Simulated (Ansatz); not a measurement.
# Deformation potentials of HgC2S2N2 (C2/m) by GW, part 2 of 4

Aim: how the gap of HgC2S2N2 (C2/m) follows strain, by a semilocal functional, a hybrid and G0W0.

Ansatz 0.2.0; a semilocal functional, HSE06 and G0W0, plane waves, PAW. Known limits of the many-body steps: not at the basis limit; d shell near the gap, gap tends to lie low; no spin-orbit coupling; coarse k mesh.

So far. Step 4 (Unstrained: PBE): The gap is indirect, with the least direct gap 0.13 eV higher. Step 5 (Unstrained: G0W0): The gap on the mesh goes from 2.21 eV to 4.02 eV, a correction of +1.80 eV. Between the two edge states, bare exchange in place of the xc potential would open the gap by 7.45 eV, and correlation takes back 5.65 eV.

### 6. Unstrained: HSE06

The screened hybrid is the usual rung above semilocal functionals: a quarter of exact exchange, cut off beyond a few ångström.

This step: DFT, HSE06, plane waves, PAW; PAW set soft_1.

File input.yaml:

```yaml
crystal:
  lattice:
    - [5.439, -2.021, 0.0]
    - [5.439, 2.021, 0.0]
    - [-0.5921680587, 0.0, 6.4076955288]
  atoms:
    - { symbol: Hg, position: [0.0, 0.0, 0.0] }
    - { symbol: C, position: [0.2660832105, 0.2660832105, 0.2231555379] }
    - { symbol: C, position: [0.7339167895, 0.7339167895, 0.7768444621] }
    - { symbol: S, position: [0.1319981946, 0.1319981946, 0.3259757597] }
    - { symbol: S, position: [0.8680018054, 0.8680018054, 0.6740242403] }
    - { symbol: "N", position: [0.3633201476, 0.3633201476, 0.1566524525] }
    - { symbol: "N", position: [0.6366798524, 0.6366798524, 0.8433475475] }
kpoints:
  mp_grid: { grid: [4, 4, 2] }
  band_path:
    path:
      - [0.0, 0.0, 0.0]
      - [-0.28481191, 0.28481191, 0.0]
      - [-0.71518809, -0.28481191, 0.0]
      - [-0.5, -0.5, 0.0]
      - [-0.5, -0.5, 0.5]
      - [-0.72060342, -0.27939658, 0.5]
      - [-0.27939658, 0.27939658, 0.5]
      - [0.0, 0.0, 0.5]
    npoints: 1
hamiltonian:
  xc: hse06
  pseudopotentials: { kind: paw, azcp: { folder: soft_1 } }
scf:
  occupations: { method: fixed }
  n_extra_bands: 6
output:
  eigenvalues: true
```

Launch:

```bash
$ ansatz run input.yaml --threads 2 --pin off --max-ram 92160MiB --backend cuda --events-out ev --progress --plain --runs-dir out --devices 1 --max-vram 13GiB
```

Numbers of over 12 decimals in the logs are rounded to 6 here.

Log:

```text
[...]
GPUs: using 1 of 1 available (devices: 1).
[...]
davidson cushion auto → on  (no smearing: the cushion is to keep the highest requested band from converging to the state above it; pin scf.eigensolver.cushion to override)
[...]
GPU FFT provider: cuFFT
GPU libraries: cuBLAS 13.8.2, cuFFT 12.4.0, cuSOLVER 12.3.4
Crystal: 7 atoms, lattice volume = 140.870 Å³
Basis set: ecut = 420 eV, 2761 PW (Γ)
[...]
E sigma→0 (E₀):  -16891.010392 eV
Fermi energy:    2.370516 eV
[...]
--- Band table (eV; the first three rows and the last of 14) ---
  k-point 0: bands = [... 21 lower, 0.5021, 1.2957, 1.5664, 2.2263, 5.7365, 7.7666, 8.0302, 8.9550, ... 2 higher]
  k-point 1: bands = [... 21 lower, 0.7236, 1.1881, 1.5596, 2.2398, 6.6730, 7.9877, 8.5066, 9.2263, ... 2 higher]
  k-point 2: bands = [... 21 lower, 0.4351, 0.8538, 1.5227, 1.9405, 6.0153, 7.6768, 8.5264, 9.0194, ... 2 higher]
  k-point 13: bands = [... 21 lower, 1.0622, 1.1385, 2.2379, 2.2389, 6.4517, 8.3117, 8.4094, 8.7974, ... 2 higher]
[key lines of the parts left out:]
Free energy (F): -16891.010392 eV
```

Run time: 23 s. Hardware: 1 × NVIDIA H100 80GB HBM3 (shared by 6 runs) with 2 threads of AMD EPYC 7R13 (Zen 3), shared host; peak memory 1.3 GiB; 27 s of CPU time.

This step gave:

| Quantity | Value |
| --- | --- |
| gap | 3.366 eV |
| valence top at | Y_2 |
| conduction bottom at | Γ |
| least direct gap | 3.510 eV |

The gap stands +1.15 eV against PBE.

### 7. Hydrostatic -1.5 %: relaxing the ions

This step: DFT, PBE, plane waves, PAW; PAW set soft_1.

The cell differs from the one that the last finished run ended in (a 5.802 → 5.715 Å, b 5.802 → 5.715 Å, c 6.435 → 6.338 Å).

File input.yaml:

```yaml
crystal:
  lattice:
    - [5.357415, -1.990685, 0.0]
    - [5.357415, 1.990685, 0.0]
    - [-0.5832855378, 0.0, 6.3115800959]
  atoms:
    - { symbol: Hg, position: [0.0, 0.0, 0.0] }
    - { symbol: C, position: [0.2660832105, 0.2660832105, 0.2231555379] }
    - { symbol: C, position: [0.7339167895, 0.7339167895, 0.7768444621] }
    - { symbol: S, position: [0.1319981946, 0.1319981946, 0.3259757597] }
    - { symbol: S, position: [0.8680018054, 0.8680018054, 0.6740242403] }
    - { symbol: "N", position: [0.3633201476, 0.3633201476, 0.1566524525] }
    - { symbol: "N", position: [0.6366798524, 0.6366798524, 0.8433475475] }
kpoints:
  mp_grid: { grid: [6, 6, 4] }
hamiltonian:
  xc: pbe
  pseudopotentials: { kind: paw, azcp: { folder: soft_1 } }
scf:
  occupations: { method: fermi_dirac, width: 0.02 }
relax:
  f_tol: 0.01
```

Log:

```text
GPUs: using 1 of 1 available (devices: 1).
[...]
GPU FFT provider: cuFFT
GPU libraries: cuBLAS 13.8.2, cuFFT 12.4.0, cuSOLVER 12.3.4
Crystal: 7 atoms, lattice volume = 134.625 Å³
Basis set: ecut = 420 eV, 2639 PW (Γ), exchange–correlation on 80×80×90 points (8 copies of the dense FFT grid, shifted against one another)
Bands: 32, of which v1, the nominal top of the filled ones, is band 25 counted from 1 (24 counted from 0)
[...]
F+E_penalty+E_count = -16887.25172482 eV   max|allowed force component| = 6.392e-3 eV/Å
  atoms:
    - { symbol: Hg, position: [0, 0, 6.28223387892969e-19] }
    - { symbol: C, position: [0.267328, 0.267328, 0.227156] }
    - { symbol: C, position: [0.732672, 0.732672, 0.772844] }
    - { symbol: S, position: [0.132188, 0.132188, 0.333471] }
    - { symbol: S, position: [0.867812, 0.867812, 0.666529] }
    - { symbol: N, position: [0.365118, 0.365118, 0.156332] }
    - { symbol: N, position: [0.634882, 0.634882, 0.843668] }
[key lines of the parts left out:]
SCF converged after 5 iterations
Free energy (F): -16887.251725 eV
Fermi energy:    4.702052 eV
```

Run time: 10 s. Hardware: 1 × NVIDIA H100 80GB HBM3 (shared by 6 runs) with 2 threads; peak memory 0.97 GiB; 7.3 s of CPU time.

Relaxation path:

```
step  energy less that of the first step (eV)  largest force component (eV/Å)
   1                                   0.0000                          1.7815
   2                                  -0.0506                          0.3483
   3                                  -0.0595                          0.4051
   4                                  -0.0643                          0.0836
   5                                  -0.0644                          0.0176
   6                                  -0.0645                          0.0064
```

The run keeps the 4 symmetry operations that it works with, so distortions that break them were not tested.

The atoms that moved most (Å):

```
atom      dx     dy      dz  length
  S5   0.002  0.000  -0.047   0.047
  S4  -0.002  0.000   0.047   0.047
  C3  -0.011  0.000  -0.025   0.028
  C2   0.011  0.000   0.025   0.028
  N7  -0.019  0.000   0.002   0.020
  N6   0.019  0.000  -0.002   0.020
```

### 8. Hydrostatic -1.5 %: PBE

File input.yaml:

```yaml
crystal:
  lattice:
    - [5.357415, -1.990685, 0.0]
    - [5.357415, 1.990685, 0.0]
    - [-0.5832855378, 0.0, 6.3115800959]
  atoms:
    - { symbol: Hg, position: [0.0, 0.0, 0.0] }
    - { symbol: C, position: [0.2673277025, 0.2673277025, 0.2271556682] }
    - { symbol: C, position: [0.7326722975, 0.7326722975, 0.7728443318] }
    - { symbol: S, position: [0.1321884281, 0.1321884281, 0.3334714758] }
    - { symbol: S, position: [0.8678115719, 0.8678115719, 0.6665285242] }
    - { symbol: "N", position: [0.3651176362, 0.3651176362, 0.1563324665] }
    - { symbol: "N", position: [0.6348823638, 0.6348823638, 0.8436675335] }
kpoints:
  mp_grid: { grid: [6, 6, 4] }
  band_path:
    path:
      - [0.0, 0.0, 0.0]
      - [-0.28481191, 0.28481191, 0.0]
      - [-0.71518809, -0.28481191, 0.0]
      - [-0.5, -0.5, 0.0]
      - [-0.5, -0.5, 0.5]
      - [-0.72060342, -0.27939658, 0.5]
      - [-0.27939658, 0.27939658, 0.5]
      - [0.0, 0.0, 0.5]
    npoints: 1
hamiltonian:
  xc: pbe
  pseudopotentials: { kind: paw, azcp: { folder: soft_1 } }
scf:
  occupations: { method: fermi_dirac, width: 0.02 }
  n_extra_bands: 6
output:
  eigenvalues: true
  forces: true
  stress: true
```

Log:

```text
[...]
GPUs: using 1 of 1 available (devices: 1).
[...]
GPU FFT provider: cuFFT
GPU libraries: cuBLAS 13.8.2, cuFFT 12.4.0, cuSOLVER 12.3.4
Crystal: 7 atoms, lattice volume = 134.625 Å³
Basis set: ecut = 420 eV, 2639 PW (Γ), exchange–correlation on 80×80×90 points (8 copies of the dense FFT grid, shifted against one another)
[...]
k-point 0: bands = [... 21 lower, 1.6172, 2.6702, 2.7862, 3.4375, 5.7991, 7.6705, 7.9876, 8.7094, ... 2 higher]
  k-point 1: bands = [... 21 lower, 1.7569, 2.6442, 2.7755, 3.4481, 6.2278, 7.9002, 8.0274, 8.8279, ... 2 higher]
  k-point 2: bands = [... 21 lower, 1.9044, 2.5972, 2.7662, 3.4572, 6.7090, 7.9011, 8.4589, 9.0107, ... 2 higher]
  k-point 46: bands = [... 21 lower, 2.2798, 2.4592, 3.4508, 3.4542, 6.4741, 8.0962, 8.2600, 8.6262, ... 2 higher]
[key lines of the parts left out:]
SCF converged after 9 iterations
Free energy (F): -16887.251725 eV
Fermi energy:    4.702087 eV
P = ⅓ Tr σ = 2.2139 GPa (22.139 kbar)
```

Run time: 3.3 s. Hardware: 1 × NVIDIA H100 80GB HBM3 (shared by 6 runs) with 2 threads; peak memory 0.96 GiB.

Numbers from this step:

```yaml
pressure: 2.214 GPa
gap: 2.198 eV
valence_top_at: Y_2
conduction_bottom_at: Γ
least_direct_gap: 2.362 eV
```

The gap is indirect, with the least direct gap 0.16 eV higher.

### 9. Hydrostatic -1.5 %: G0W0

This step: G0W0 on PBE, plane waves, PAW; PAW set soft_1.

input.yaml, the sections that differ from step 8:

```yaml
kpoints:
  mp_grid: { grid: [4, 4, 2] }
scf:
  occupations: { method: fixed }
gw:
  n_empty_bands: 529
  ecut_chi: 140
  qp_bands: [v2, c2]
  qp_kpoints: band_edges
  screening: { model: contour_deformation }
# crystal, hamiltonian: as in step 8
# output: removed
```

Log:

```text
GPUs: using 1 of 1 available (devices: 1).
[...]
GPU FFT provider: cuFFT
GPU libraries: cuBLAS 13.8.2, cuFFT 12.4.0, cuSOLVER 12.3.4
Crystal: 7 atoms, lattice volume = 134.625 Å³
Basis set: ecut = 420 eV, 2639 PW (Γ)
Bands: 32, of which v1, the nominal top of the filled ones, is band 25 counted from 1 (24 counted from 0)
Symmetry: 4 space group operations
[...]
k-points: 14 of 32
[...]
1    27      7.9013    -7.4459    -4.3072   -12.5854  0.7798     8.7462     8.7336  root
[...]
13    24      3.4510   -19.9449     2.1210   -16.7966  0.7511     2.4026     2.4237  root
    13    25      3.4543   -18.9319     2.0498   -15.8450  0.7490     2.3952     2.4172  root
    13    26      6.4743   -11.4378    -3.8799   -16.1143  0.7804     7.2798     7.2708  root
    13    27      8.0964    -8.7640    -4.4370   -14.2825  0.7574     9.2042     9.1779  root
[key lines of the parts left out:]
SCF converged after 9 iterations
Free energy (F): -16887.250974 eV
Fermi energy:    3.601027 eV
```

The job ended after 19 s (1 × NVIDIA H100 80GB HBM3 (shared by 6 runs) with 2 threads; peak memory 2 GiB; 25 s of CPU time).

This step gave:

| Quantity | Value |
| --- | --- |
| bands summed | 554 |
| RPA ε∞ on this mesh (eigenvalues) | 2.741, 3.457, 5.399 |
| plane waves in the screening matrix | 507 |
| G0W0 gap on the mesh | 3.923 eV |
| k of the valence top | -0.5, -0.5, 0 |
| k of the conduction bottom | 0, 0, 0 |
| starting gap on the mesh | 2.198 eV |
| least direct G0W0 gap on the computed points | 4.096 eV |

The gap on the mesh goes from 2.20 eV to 3.92 eV, a correction of +1.72 eV. Between the two edge states, bare exchange in place of the xc potential would open the gap by 7.44 eV, and correlation takes back 5.72 eV.

### 10. Hydrostatic -1.5 %: HSE06

This step: DFT, HSE06, plane waves, PAW; PAW set soft_1.

input.yaml: that of step 9 with these lines changed.

```diff
@@ -15,4 +15,15 @@
   mp_grid: { grid: [4, 4, 2] }
+  band_path:
+    path:
+      - [0.0, 0.0, 0.0]
+      - [-0.28481191, 0.28481191, 0.0]
+      - [-0.71518809, -0.28481191, 0.0]
+      - [-0.5, -0.5, 0.0]
+      - [-0.5, -0.5, 0.5]
+      - [-0.72060342, -0.27939658, 0.5]
+      - [-0.27939658, 0.27939658, 0.5]
+      - [0.0, 0.0, 0.5]
+    npoints: 1
 hamiltonian:
-  xc: pbe
+  xc: hse06
   pseudopotentials: { kind: paw, azcp: { folder: soft_1 } }
@@ -20,7 +31,4 @@
   occupations: { method: fixed }
-gw:
-  n_empty_bands: 529
-  ecut_chi: 140
-  qp_bands: [v2, c2]
-  qp_kpoints: band_edges
-  screening: { model: contour_deformation }
+  n_extra_bands: 6
+output:
+  eigenvalues: true
```

Log:

```text
[...]
GPUs: using 1 of 1 available (devices: 1).
[...]
GPU FFT provider: cuFFT
GPU libraries: cuBLAS 13.8.2, cuFFT 12.4.0, cuSOLVER 12.3.4
Crystal: 7 atoms, lattice volume = 134.625 Å³
Basis set: ecut = 420 eV, 2639 PW (Γ)
Bands: 31, of which v1, the nominal top of the filled ones, is band 25 counted from 1 (24 counted from 0)
Symmetry: 4 space group operations
[...]
k-points: 14 of 32
[...]
E sigma→0 (E₀):  -16890.954472 eV
Fermi energy:    2.878567 eV
[...]
--- Band table (eV; the first three rows and the last of 14) ---
  k-point 0: bands = [... 21 lower, 0.8762, 1.8573, 2.0221, 2.6956, 6.2260, 8.1625, 8.5053, 9.3274, ... 2 higher]
  k-point 1: bands = [... 21 lower, 1.1300, 1.7590, 1.9997, 2.7177, 7.2472, 8.4495, 9.0247, 9.6701, ... 2 higher]
  k-point 2: bands = [... 21 lower, 0.8714, 1.2830, 1.9661, 2.4237, 6.4888, 8.1065, 8.9967, 9.4592, ... 2 higher]
  k-point 13: bands = [... 21 lower, 1.6057, 1.6221, 2.7119, 2.7371, 6.9726, 8.7013, 8.8378, 9.2196, ... 2 higher]
[key lines of the parts left out:]
Free energy (F): -16890.954472 eV
```

Elapsed: 22 s, on 1 × NVIDIA H100 80GB HBM3 (shared by 6 runs) with 2 threads; peak memory 1.3 GiB.

This step gave:

- gap: 3.347 eV
- valence top at: Y_2
- conduction bottom at: Γ
- least direct gap: 3.530 eV

The gap stands +1.15 eV against PBE.

### 11. Hydrostatic +3.0 %: relaxing the ions

This step: DFT, PBE, plane waves, PAW; PAW set soft_1.

The cell differs from the one that the last finished run ended in (a 5.715 → 5.976 Å, b 5.715 → 5.976 Å, c 6.338 → 6.628 Å).

File input.yaml:

```yaml
crystal:
  lattice:
    - [5.60217, -2.08163, 0.0]
    - [5.60217, 2.08163, 0.0]
    - [-0.6099331005, 0.0, 6.5999263947]
  atoms:
    - { symbol: Hg, position: [0.0, 0.0, 0.0] }
    - { symbol: C, position: [0.2660832105, 0.2660832105, 0.2231555379] }
    - { symbol: C, position: [0.7339167895, 0.7339167895, 0.7768444621] }
    - { symbol: S, position: [0.1319981946, 0.1319981946, 0.3259757597] }
    - { symbol: S, position: [0.8680018054, 0.8680018054, 0.6740242403] }
    - { symbol: "N", position: [0.3633201476, 0.3633201476, 0.1566524525] }
    - { symbol: "N", position: [0.6366798524, 0.6366798524, 0.8433475475] }
kpoints:
  mp_grid: { grid: [6, 6, 4] }
hamiltonian:
  xc: pbe
  pseudopotentials: { kind: paw, azcp: { folder: soft_1 } }
scf:
  occupations: { method: fermi_dirac, width: 0.02 }
relax:
  f_tol: 0.01
output:
  write_density: true
  write_potential: true
  elf: true
  volumetric_format: npy
```

Log:

```text
GPUs: using 1 of 1 available (devices: 1).
[...]
GPU FFT provider: cuFFT
GPU libraries: cuBLAS 13.8.2, cuFFT 12.4.0, cuSOLVER 12.3.4
Crystal: 7 atoms, lattice volume = 153.932 Å³
Basis set: ecut = 420 eV, 2973 PW (Γ), exchange–correlation on 80×80×90 points (8 copies of the dense FFT grid, shifted against one another)
Bands: 32, of which v1, the nominal top of the filled ones, is band 25 counted from 1 (24 counted from 0)
[...]
atoms:
    - { symbol: Hg, position: [-1.1153480544142828e-19, -1.115348054414275e-19, 1.201553470047256e-18] }
    - { symbol: C, position: [0.262450, 0.262450, 0.215124] }
    - { symbol: C, position: [0.737550, 0.737550, 0.784876] }
    - { symbol: S, position: [0.130711, 0.130711, 0.311902] }
    - { symbol: S, position: [0.869289, 0.869289, 0.688098] }
    - { symbol: N, position: [0.358439, 0.358439, 0.156604] }
    - { symbol: N, position: [0.641561, 0.641561, 0.843396] }
[key lines of the parts left out:]
SCF converged after 3 iterations
Free energy (F): -16887.385648 eV
Fermi energy:    3.343853 eV
```

The job ended after 14 s (1 × NVIDIA H100 80GB HBM3 (shared by 6 runs) with 2 threads; peak memory 1.1 GiB; 18 s of CPU time).

Relaxation path:

```
step  energy less that of the first step (eV)  largest force component (eV/Å)
   1                                   0.0000                          3.0049
   2                                  -0.1817                          0.6540
   3                                  -0.2136                          0.5381
   4                                  -0.2266                          0.2285
   5                                  -0.2285                          0.1131
   6                                  -0.2290                          0.0576
   7                                  -0.2290                          0.0014
   8                                  -0.2290                          0.0019
```

The run keeps the 4 symmetry operations that it works with, so distortions that break them were not tested.

The atoms that moved most (Å):

```
atom      dx     dy      dz  length
  S4  -0.006  0.000  -0.093   0.093
  S5   0.006  0.000   0.093   0.093
  C3   0.036  0.000   0.053   0.064
  C2  -0.036  0.000  -0.053   0.064
  N6  -0.055  0.000   0.000   0.055
  N7   0.055  0.000   0.000   0.055
```

### 12. Hydrostatic +3.0 %: PBE

File input.yaml:

```yaml
crystal:
  lattice:
    - [5.60217, -2.08163, 0.0]
    - [5.60217, 2.08163, 0.0]
    - [-0.6099331005, 0.0, 6.5999263947]
  atoms:
    - { symbol: Hg, position: [0.0, 0.0, 0.0] }
    - { symbol: C, position: [0.2624501703, 0.2624501703, 0.2151235217] }
    - { symbol: C, position: [0.7375498297, 0.7375498297, 0.7848764783] }
    - { symbol: S, position: [0.1307114958, 0.1307114958, 0.311901511] }
    - { symbol: S, position: [0.8692885042, 0.8692885042, 0.688098489] }
    - { symbol: "N", position: [0.3584389086, 0.3584389086, 0.1566037549] }
    - { symbol: "N", position: [0.6415610914, 0.6415610914, 0.8433962451] }
kpoints:
  mp_grid: { grid: [6, 6, 4] }
  band_path:
    path:
      - [0.0, 0.0, 0.0]
      - [-0.28481191, 0.28481191, 0.0]
      - [-0.71518809, -0.28481191, 0.0]
      - [-0.5, -0.5, 0.0]
      - [-0.5, -0.5, 0.5]
      - [-0.72060342, -0.27939658, 0.5]
      - [-0.27939658, 0.27939658, 0.5]
      - [0.0, 0.0, 0.5]
    npoints: 1
hamiltonian:
  xc: pbe
  pseudopotentials: { kind: paw, azcp: { folder: soft_1 } }
scf:
  occupations: { method: fermi_dirac, width: 0.02 }
  n_extra_bands: 6
output:
  eigenvalues: true
  forces: true
  stress: true
```

Log:

```text
[...]
GPUs: using 1 of 1 available (devices: 1).
[...]
GPU FFT provider: cuFFT
GPU libraries: cuBLAS 13.8.2, cuFFT 12.4.0, cuSOLVER 12.3.4
Crystal: 7 atoms, lattice volume = 153.932 Å³
Basis set: ecut = 420 eV, 2973 PW (Γ), exchange–correlation on 80×80×90 points (8 copies of the dense FFT grid, shifted against one another)
[...]
k-point 0: bands = [... 21 lower, 0.5446, 1.0582, 1.5134, 2.1240, 4.4772, 6.5281, 6.6751, 7.6206, ... 2 higher]
  k-point 1: bands = [... 21 lower, 0.6321, 1.0254, 1.5211, 2.1224, 4.8015, 6.6375, 6.7355, 7.6831, ... 2 higher]
  k-point 2: bands = [... 21 lower, 0.7394, 0.9708, 1.5293, 2.1202, 5.1547, 6.6059, 7.0087, 7.7650, ... 2 higher]
  k-point 46: bands = [... 21 lower, 0.8903, 0.9632, 2.0665, 2.1262, 5.0440, 6.9929, 7.0691, 7.4221, ... 2 higher]
[key lines of the parts left out:]
SCF converged after 10 iterations
Free energy (F): -16887.385648 eV
Fermi energy:    3.343883 eV
P = ⅓ Tr σ = 0.3073 GPa (3.073 kbar)
```

Run time: 5 s. Hardware: 1 × NVIDIA H100 80GB HBM3 (shared by 6 runs) with 2 threads; peak memory 0.96 GiB; 5.7 s of CPU time.

Numbers from this step:

* pressure: 0.3073 GPa
* gap: 2.281 eV
* valence top at: Y_2
* conduction bottom at: Γ
* least direct gap: 2.353 eV

The gap is indirect, with the least direct gap 0.07 eV higher.

(Part 2 of 4 ends here.)

[Paths, hosts, dates, memory and timing lines, banners, echoed tables and standing remarks are left out of the program output.]

[Logs are printed without paths, hosts, clocks, repeated set-up lines and the standing remarks that a program may print on its own settings, such as how far it seeks lower states.]

[Runs of the session that timed out or met a known fault of the program may be left out.]

[Cells called generated may have been cut or substituted from an entry of the Crystallography Open Database or the Materials Project.]

[Hosts, paths, dates, database ids (printed as entryN), source tags and the programs' standing remarks are cut or masked in the printed files.]
